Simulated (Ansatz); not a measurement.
# The antimonene bilayer (AB) between two gates, part 3 of 3

How do the bands of the antimonene bilayer (AB) follow a displacement field between two gates?

Ansatz 0.2.0; plane-wave DFT, PBE-D3(BJ), Ansatz PAW.

So far, gap, the smaller of path and mesh (eV): 0.137 in steps 3, 4, 5 and 6.

## 7. Gated layer, displacement field 3.62 V/nm

The input, input.yaml:

```yaml
crystal:
  lattice:
    - [4.1927781119, 0.0, 0.0]
    - [-2.0963890559, 3.6310523573, 0.0]
    - [0.0, 0.0, 41.7868934471]
  atoms:
    - { symbol: Sb, position: [0.6666666667, 0.3333333333, 0.4343467174] }
    - { symbol: Sb, position: [0.3333333333, 0.6666666667, 0.4722513506] }
    - { symbol: Sb, position: [0.0, 0.0, 0.5277486494] }
    - { symbol: Sb, position: [0.6666666667, 0.3333333333, 0.5656532826] }
  periodic: [true, true, false]
  symmetry: { detect: true }
kpoints:
  mp_grid: { grid: [42, 42, 1] }
  band_path:
    path: [[0, 0, 0], [0.5, 0, 0], [0.33333333, 0.33333333, 0], [0, 0, 0]]
    npoints: 16
hamiltonian:
  xc: pbe
  dispersion: d3bj
scf:
  occupations: { method: fermi_dirac, width: 0.02585 }
  convergence: { dr2_threshold: 1.0e-10 }
output:
  forces: true
  eigenvalues: true
  dos: { projected: true, e_range: [-3, 3], de: 0.01 }
  write_potential: true
  write_density: true
  volumetric_format: npy
  elf: true
external_charges:
  - { charge: 0, barrier: 10, axis: 3, height: 27.137, sigma: 0.25 }
  - { charge: -0.030448, axis: 3, height: 28.637, sigma: 0.5 }
  - { charge: 0, barrier: 10, axis: 3, height: 14.65, sigma: 0.25 }
  - { charge: 0.030448, axis: 3, height: 13.15, sigma: 0.5 }
```

Command:

```bash
ansatz run input.yaml --threads 4 --pin off --max-ram 16384MiB --backend cpu --events-out ev --progress --plain --runs-dir out
```

Numbers of over 12 decimals in the logs are rounded to 6 here.

The program printed:

```text
[...]
Crystal: 4 atoms, lattice volume = 636.172 Å³
Basis set: ecut = 420 eV, 12229 PW (Γ), exchange–correlation on 60×60×576 points (8 copies of the dense FFT grid, shifted against one another)
Bands: 36, of which v1, the nominal top of the filled ones, is band 30 counted from 1 (29 counted from 0)
Symmetry: 6 space group operations
k-points: 169 of 1764 (time reversal used)
[...]
--- Band table (eV; the first three rows and the last of 169) ---
  k-point 0: bands = [... 26 lower, -5.3112, -5.0061, -5.0061, -4.2258, -3.6741, -2.8351, -2.8351, -1.9503, ... 2 higher]
  k-point 1: bands = [... 26 lower, -5.3350, -5.0799, -5.0088, -4.1678, -3.5891, -2.8976, -2.8218, -1.8857, ... 2 higher]
  k-point 2: bands = [... 26 lower, -5.4000, -5.2481, -5.0212, -4.0374, -3.4166, -2.9988, -2.7832, -1.8410, ... 2 higher]
  k-point 168: bands = [... 26 lower, -7.3555, -6.5874, -6.5734, -6.0034, -2.8575, -2.8380, -2.1476, -0.3811, ... 2 higher]
[key lines of the parts left out:]
SCF converged after 12 iterations
Free energy (F): -25938.989116 eV
Fermi energy:    -3.824713 eV
```

The job ended after 3 min (4 threads of Arm Neoverse V1, shared host; peak memory 2.8 GiB).

Running mean over a fixed 2.8 Å (it still follows the layers) of the planar mean; beyond a gate it holds the 10 eV model barrier. Table of electron's electrostatic potential energy less the Fermi level by z:

z (Å), electron's electrostatic potential energy less the Fermi level (eV) and a bar from the least value:
```
        4       12.5 ##########################
        5       12.5 ##########################
        6       12.5 ##########################
        7       12.5 ##########################
        8       12.5 ##########################
        9       12.5 ##########################
       10       12.5 ##########################
       11       12.5 ##########################
       12       12.5 ##########################
       13       12.5 ##########################
       14       10.2 #######################
       15        6.8 ##################
       16        3.1 ############
       17       -0.1 ########
       18       -3.4 ###
       19       -5.4 
       20       -3.8 ##
       21       -3.5 ###
       22       -4.1 ##
       23       -5.2 
       24       -2.6 ####
       25        1.0 #########
       26        4.8 ###############
       27        9.0 #####################
       28       13.0 ###########################
       29       15.1 ##############################
       30       15.2 ##############################
       31       15.2 ##############################
       32       15.2 ##############################
       33       15.2 ##############################
       34       15.2 ##############################
       35       15.2 ##############################
       36       15.2 ##############################
       37       15.2 ##############################
       38       15.2 ##############################
```

The gap, the smaller of path and mesh, is 0.137 eV.

## 8. Gated layer, displacement field -1.81 V/nm

Edit input.yaml of step 7 so:

```diff
@@ -33,4 +33,4 @@
   - { charge: 0, barrier: 10, axis: 3, height: 27.137, sigma: 0.25 }
-  - { charge: -0.030448, axis: 3, height: 28.637, sigma: 0.5 }
+  - { charge: 0.015224, axis: 3, height: 28.637, sigma: 0.5 }
   - { charge: 0, barrier: 10, axis: 3, height: 14.65, sigma: 0.25 }
-  - { charge: 0.030448, axis: 3, height: 13.15, sigma: 0.5 }
+  - { charge: -0.015224, axis: 3, height: 13.15, sigma: 0.5 }
```

The program printed:

```text
[...]
Crystal: 4 atoms, lattice volume = 636.172 Å³
Basis set: ecut = 420 eV, 12229 PW (Γ), exchange–correlation on 60×60×576 points (8 copies of the dense FFT grid, shifted against one another)
Bands: 36, of which v1, the nominal top of the filled ones, is band 30 counted from 1 (29 counted from 0)
Symmetry: 6 space group operations
k-points: 169 of 1764 (time reversal used)
[...]
--- Band table (eV; the first three rows and the last of 169) ---
  k-point 0: bands = [... 26 lower, -5.3034, -4.9994, -4.9994, -4.2162, -3.6692, -2.8277, -2.8277, -1.9431, ... 2 higher]
  k-point 1: bands = [... 26 lower, -5.3273, -5.0733, -5.0021, -4.1586, -3.5838, -2.8902, -2.8144, -1.8785, ... 2 higher]
  k-point 2: bands = [... 26 lower, -5.3923, -5.2418, -5.0144, -4.0288, -3.4105, -2.9915, -2.7757, -1.8337, ... 2 higher]
  k-point 168: bands = [... 26 lower, -7.3476, -6.5768, -6.5698, -5.9969, -2.8447, -2.8349, -2.1394, -0.3651, ... 2 higher]
[key lines of the parts left out:]
SCF converged after 13 iterations
Free energy (F): -25939.017269 eV
Fermi energy:    -3.817039 eV
```

Elapsed: 3.3 min, on 4 threads; peak memory 2.8 GiB; 13 min of CPU time.

The density of states has structure finer than the step of the table below, so its rows give means over 0.2 eV, whole bins alone (the curve runs from -3 to 1.8 eV). Peaks (eV: height): -2.76: 5.76, -2.44: 8.47, -2.38: 9.42, -2.19: 6.23, 1.08: 5.73, 1.47: 6.15, 1.59: 7.30.

Table of density of states by energy, zero at the Fermi level of the run, which the smearing sets inside the gap; means over each step:

energy (eV), density of states (states/eV a cell) and a bar:
```
     -2.8       4.13 ######################
     -2.6       2.32 ###########
     -2.4       5.65 ##############################
     -2.2       3.31 #################
     -2.0       2.61 #############
     -1.8       2.79 ##############
     -1.6       3.53 ##################
     -1.4       2.84 ##############
     -1.2       2.16 ###########
     -1.0       0.83 ###
     -0.8       0.57 ##
     -0.6       0.44 #
     -0.4       0.39 #
     -0.2       0.51 #
      0.0       0.26 
      0.2       1.17 #####
      0.4       1.42 ######
      0.6       4.25 ######################
      0.8       3.86 ####################
      1.0       3.61 ###################
      1.2       4.04 #####################
      1.4       5.23 ############################
      1.6       4.96 ##########################
```

The gap, the smaller of path and mesh, is 0.137 eV.

## 9. The series together

This step: plane-wave DFT, PBE-D3(BJ), Ansatz PAW; response to a displacement field between two gates (Ansatz 0.2.0).

The potential behind each gate is read from every run and counted from the uncharged case.

This step gave:

```yaml
electrostatic_distance_between_the_gates: 7.377 Å
geometric_distance_between_the_gates: 15.49 Å
```

Electron's potential behind the upper gate less behind the lower, less the value without field. Step of the electron's potential energy between the gates against displacement field D/eps0:

```csv
displacement field D/eps0 (V/nm),step of the electron's potential energy between the gates (eV)
-1.81,-1.34
0.00,0
0.90,0.668
1.81,1.34
2.71,2.00
3.62,2.67
```

The smaller of the gaps on the path and on the k-mesh, counted as 0 under 0.03 eV. Gap against displacement field D/eps0:

| displacement field D/eps0 (V/nm) | gap (eV) |
| --- | --- |
| -1.81 | 0.137 |
| 0.00 | 0.137 |
| 0.90 | 0.137 |
| 1.81 | 0.137 |
| 2.71 | 0.137 |
| 3.62 | 0.137 |

By hand: 3.62 V/nm over the 15.49 Å between the sheets would give 5.60 V in vacuum; the run has 2.67 V, as over 7.38 Å.

## 10. A changed input

This step: plane-wave DFT, PBE-D3(BJ), Ansatz PAW (Ansatz 0.2.0).

A run with a changed input: it repeats the earlier run at 0.905 V/nm with scf.algorithm to direct_min, scf.eigensolver.kind to davidson, basis.precision to f64 and scf.mixing.preconditioner to ldos.

input.yaml, the sections that differ from step 8:

```yaml
scf:
  occupations: { method: fermi_dirac, width: 0.02585 }
  convergence: { dr2_threshold: 1.0e-10 }
  algorithm: direct_min
  eigensolver: { kind: davidson }
  mixing: { preconditioner: ldos }
output:
  forces: true
  eigenvalues: true
  write_potential: true
  write_density: true
  volumetric_format: npy
external_charges:
  - { charge: 0, barrier: 10, axis: 3, height: 27.137, sigma: 0.25 }
  - { charge: -0.007612, axis: 3, height: 28.637, sigma: 0.5 }
  - { charge: 0, barrier: 10, axis: 3, height: 14.65, sigma: 0.25 }
  - { charge: 0.007612, axis: 3, height: 13.15, sigma: 0.5 }
basis:
  precision: f64
# crystal, kpoints, hamiltonian: as in step 8
```

The program printed:

```text
[...]
Crystal: 4 atoms, lattice volume = 636.172 Å³
Basis set: ecut = 420 eV, 12229 PW (Γ), exchange–correlation on 60×60×576 points (8 copies of the dense FFT grid, shifted against one another)
Bands: 36, of which v1, the nominal top of the filled ones, is band 30 counted from 1 (29 counted from 0)
Symmetry: 6 space group operations
k-points: 169 of 1764 (time reversal used)
[...]
SCF iter   3: F=—  HF=-25939.025117 eV  |F-HF|=—  |Δ(HF+E_count)|=   1.24e-2  Δρ=5.62e-4  dr2=2.40e-3  ethr=2.32e-6  ⟨swp⟩=5.0  Hψ=35159  notcnv=0  defer=6
eigensolver tolerance schedule calibrated: the retry pair's looser diagonalisation under-reported the residual by θ = 0.42 (0.20/decade); ethr = c·dr2/N_el runs at the constant in force after the calibration composes with the one it found (an armed cap, an earlier calibration), c = 2.4e-2
SCF iter   4: F=—  HF=-25939.024318 eV  |F-HF|=—  |Δ(HF+E_count)|=   8.00e-4  Δρ=6.35e-5  dr2=2.22e-5  ethr=9.69e-7  ⟨swp⟩=3.0  Hψ=16291  notcnv=0
[...]
SCF iter   9: F=-25939.024308 eV  HF=-25939.024308 eV  |F-HF|=5.46e-11  |Δ(HF+E_count)|=  7.28e-12  Δρ=2.21e-8  dr2=1.76e-12  ethr=1.00e-12  ⟨swp⟩=2.1  Hψ=11189  notcnv=0
SCF 1 converged in 9 iterations: F = -25939.024308 eV  dr2 = 1.76e-12
  Residual-converged pass: ⟨swp⟩=10.7  Hψ=32892  notcnv=0  max |occ|·‖R‖ = 9.9e-9 eV (tolerance 1.0e-8 eV)  dr2=3.75e-12  dr2_onsite=7.32e-13  max |Δocc| = 2.4e-9
[...]
SCF converged after 9 iterations
Stability not checked: this state was not tested for a lower state beside it, because a direct minimisation reached the state, and no test of it is asked (direct_minimisation; see scf.lower_state_search)
Free energy (F): -25939.024308 eV
[...]
Internal energy: -25939.023890 eV  (E = F + TS)
E sigma→0 (E₀):  -25939.024099 eV
Entropy (-TS):   -0.000418 eV (-0.104 meV/atom)
Fermi energy:    -3.815143 eV
[...]
--- Forces (eV/Å), atoms and charges each counted from 1 ---
  atom   1  Sb    -0.00000000    -0.00000000     0.02574753
  atom   2  Sb    -0.00000000     0.00000000     0.00757897
  atom   3  Sb     0.00000000     0.00000000    -0.01502052
  atom   4  Sb     0.00000000     0.00000000    -0.01596331
  external charge   1     0.00000000     0.00000000     0.01992689
  external charge   2     0.00000000     0.00000000    -0.00034486
  external charge   3     0.00000000     0.00000000    -0.02226838
  external charge   4     0.00000000     0.00000000     0.00034373
  max |Σ_I F_I| component, the external charges' with the atoms': 5.39e-8 eV/Å
--- Band table (eV; the first three rows and the last of 169) ---
  k-point 0: bands = [... 26 lower, -5.3015, -4.9977, -4.9977, -4.2138, -3.6680, -2.8259, -2.8259, -1.9413, ... 2 higher]
  k-point 1: bands = [... 26 lower, -5.3253, -5.0716, -5.0004, -4.1563, -3.5825, -2.8884, -2.8125, -1.8767, ... 2 higher]
  k-point 2: bands = [... 26 lower, -5.3904, -5.2402, -5.0127, -4.0266, -3.4090, -2.9897, -2.7739, -1.8319, ... 2 higher]
  k-point 168: bands = [... 26 lower, -7.3456, -6.5733, -6.5697, -5.9953, -2.8403, -2.8354, -2.1374, -0.3592, ... 2 higher]
```

The job ended after 8.5 min (4 threads; peak memory 5.7 GiB; 34 min of CPU time).

Numbers from this step:

| Quantity | Value |
| --- | --- |
| energy at zero smearing | -25939.0241 eV |
| gap along the path | 0.1584 eV |
| smallest direct gap along the path | 0.5458 eV |
| potential beyond the upper barrier and gate, less the barrier, from the Fermi level | 4.149 eV |

The electronic bands at the labelled points (eV, zero at the Fermi level of the run, which the smearing sets inside the gap):

```
  point  band 27  band 28  band 29  band 30  band 31  band 32  band 33  band 34
      Γ    -1.49    -1.18    -1.18    -0.40     0.15     0.99     0.99     1.87
halfway    -2.59    -1.98    -1.83    -1.23     0.41     1.55     1.57     2.17
      M    -3.20    -2.87    -2.36    -1.62     0.25     0.79     1.52     1.72
halfway    -3.60    -3.30    -2.32    -1.65     0.48     1.35     1.51     2.60
      K    -3.53    -2.76    -2.75    -2.18     0.97     0.98     1.68     3.46
halfway    -2.89    -2.87    -1.74    -0.91     0.53     1.49     1.81     2.25
      Γ    -1.49    -1.18    -1.18    -0.40     0.15     0.99     0.99     1.87
```

| quantity | this run | earlier run | difference |
| --- | --- | --- | --- |
| gap along the path (eV) | 0.1584 | 0.1584 | 0 |
| smallest direct gap along the path (eV) | 0.5458 | 0.5458 | 1.0e-6 |
| potential beyond the upper barrier and gate, less the barrier, from the Fermi level (eV) | 4.149 | 4.149 | 0 |

Nothing in the table moves by 0.01 in its unit. The run took 9 SCF cycles against 13.

The path shows an indirect gap of 0.16 eV (valence top between K and Γ, conduction bottom between Γ and M). The least direct gap is 0.55 eV.

## 11. The same run with other settings

An input spoilt on purpose, to show how the run answers: it repeats the earlier run at 0.905 V/nm with scf.max_iter to 2.

Edit input.yaml of step 10 so:

```diff
@@ -23,5 +23,3 @@
   convergence: { dr2_threshold: 1.0e-10 }
-  algorithm: direct_min
-  eigensolver: { kind: davidson }
-  mixing: { preconditioner: ldos }
+  max_iter: 2
 output:
@@ -37,3 +35 @@
   - { charge: 0.007612, axis: 3, height: 13.15, sigma: 0.5 }
-basis:
-  precision: f64
```

The program printed:

```text
Engine: ansatz 0.2.0, aarch64-unknown-linux-gnu
Pseudopotentials: kind: paw
Pseudopotential: Sb, paw, valence charge 15, recommended cutoff 420 eV (normal), Sb.paw.azcp
Functional definition: PBE
  parameter kappa = 0.804
  parameter beta = 0.066725
  exchange = pbe_x(kappa = kappa, mu = beta*pi^2/3)
  correlation = pbe_c(beta = beta)
Crystal: 4 atoms, lattice volume = 636.172 Å³
Basis set: ecut = 420 eV, 12229 PW (Γ), exchange–correlation on 60×60×576 points (8 copies of the dense FFT grid, shifted against one another)
Bands: 36, of which v1, the nominal top of the filled ones, is band 30 counted from 1 (29 counted from 0)
Symmetry: 6 space group operations
k-points: 169 of 1764 (time reversal used)
Non-local potential: Sb, projectors of the file, l = 0: 2, l = 1: 2, l = 2: 2, l = 3: 2
PAW form: soft (Blöchl's): semilocal exchange-correlation on the pseudo side does not see the compensation charge
PAW one-centre angular grid: Sb, 590 points (default); XC on 64 Gauss nodes
Initial density: superposition of atomic densities (neutral atoms: chi_scale 0, normalization atom, screened)
Initial wavefunctions: pseudopotential atomic-orbital guess
Functional: x = pbe(κ = 0.804, μ = 0.219515), c = pbe(β = 0.066725)
iter 1 solved again at ethr=6.51e-4 eV; its pass at ethr=3.10e-3 eV (dr2=3.91e-1 eV) is discarded
SCF iter   1: F=—  HF=-25939.054865 eV  |F-HF|=—  |Δ(HF+E_count)|=         —  Δρ=7.82e-3  dr2=4.00e-1  ethr=6.51e-4  ⟨swp⟩=9.7  Hψ=103596  notcnv=0
preconditioner: auto → LDOS  [insulator: Δε(μ)=0.150 eV  Ē_g=7.637 eV  σ=0.026 eV  W_gap=0.89  n_scr=78 (ndim 8)  ℏωp=6.6 eV  f_vac=0.763  D(μ)=0.11/eV (n_scr^D=2)  ε∞_Penn≈1.7  β→1.0]
SCF iter   2: F=—  HF=-25939.208824 eV  |F-HF|=—  |Δ(HF+E_count)|=   1.54e-1  Δρ=4.19e-3  dr2=1.44e0  ethr=6.51e-4  ⟨swp⟩=9.0  Hψ=51210  notcnv=0  recentre
Error: did not converge after 2 iterations: dr2 = 1.44e0 (threshold 1.00e-10), under the density mixer `msr1`, which `scf.mixing.algorithm: auto` chose by the deck's other keys (type `scf.mixing.algorithm: msr1` to keep it); raise `scf.max_iter`, which need not help a stalled SCF, or adjust the mixing (`scf.mixing`) or, under a smearing, its width (`scf.occupations.width`, in either direction: another width is another result); this SCF holds its density and magnetisation to the symmetry operations that it keeps, and cannot end on a state that breaks one of them: if the state sought breaks one, re-run with `crystal.symmetry.detect: [rest of the remark cut]
```

It took 89 s on 4 threads; peak memory 2.7 GiB.

No converged result was reached; the numbers in the log don't describe the system.

The program's message: “Error: did not converge after 2 iterations: dr2 = 1.44e0 (threshold 1.00e-10), under the density mixer `msr1`, which `scf.mixing.algorithm: auto` chose by the deck's other keys (type `scf.mixing.algor …”

The fault put into the input: too few SCF iterations.

## 12. Summary of results

| Property | Result |
| --- | --- |
| gap with uncharged gates | 0.137 eV |
| electrostatic distance between the gates | 7.38 Å |
| geometric distance between the gates | 15.5 Å |
| gap at 3.62 V/nm | 0.137 eV |

The gap goes from 0.14 to 0.14 eV at 3.6 V/nm. The layers screen the field: the voltage is that of a vacuum gap 8.1 Å narrower than the real distance. The gates are charged sheets behind model barriers, not atoms. Gaps are the smaller of those on the path and on the mesh; band edges between these points would make them smaller still. Spin-orbit coupling is left out, which matters for the bands of elements this heavy. After relaxation neighbouring layers come as close as 2.3 Å along the normal, so they are bonded in part and no longer a van der Waals stack.

[Logs are printed without paths, hosts, clocks, repeated set-up lines and the standing remarks that a program may print on its own settings, such as how far it seeks lower states.]

[Hosts, paths, dates, database ids (printed as entryN), source tags and the programs' standing remarks are cut or masked in the printed files.]

[Maps of the electrostatic potential energy from Ansatz leave out the sawtooth potential of an applied field or a dipole correction, so their vacuum need not be flat; planar profiles and work functions include it.]
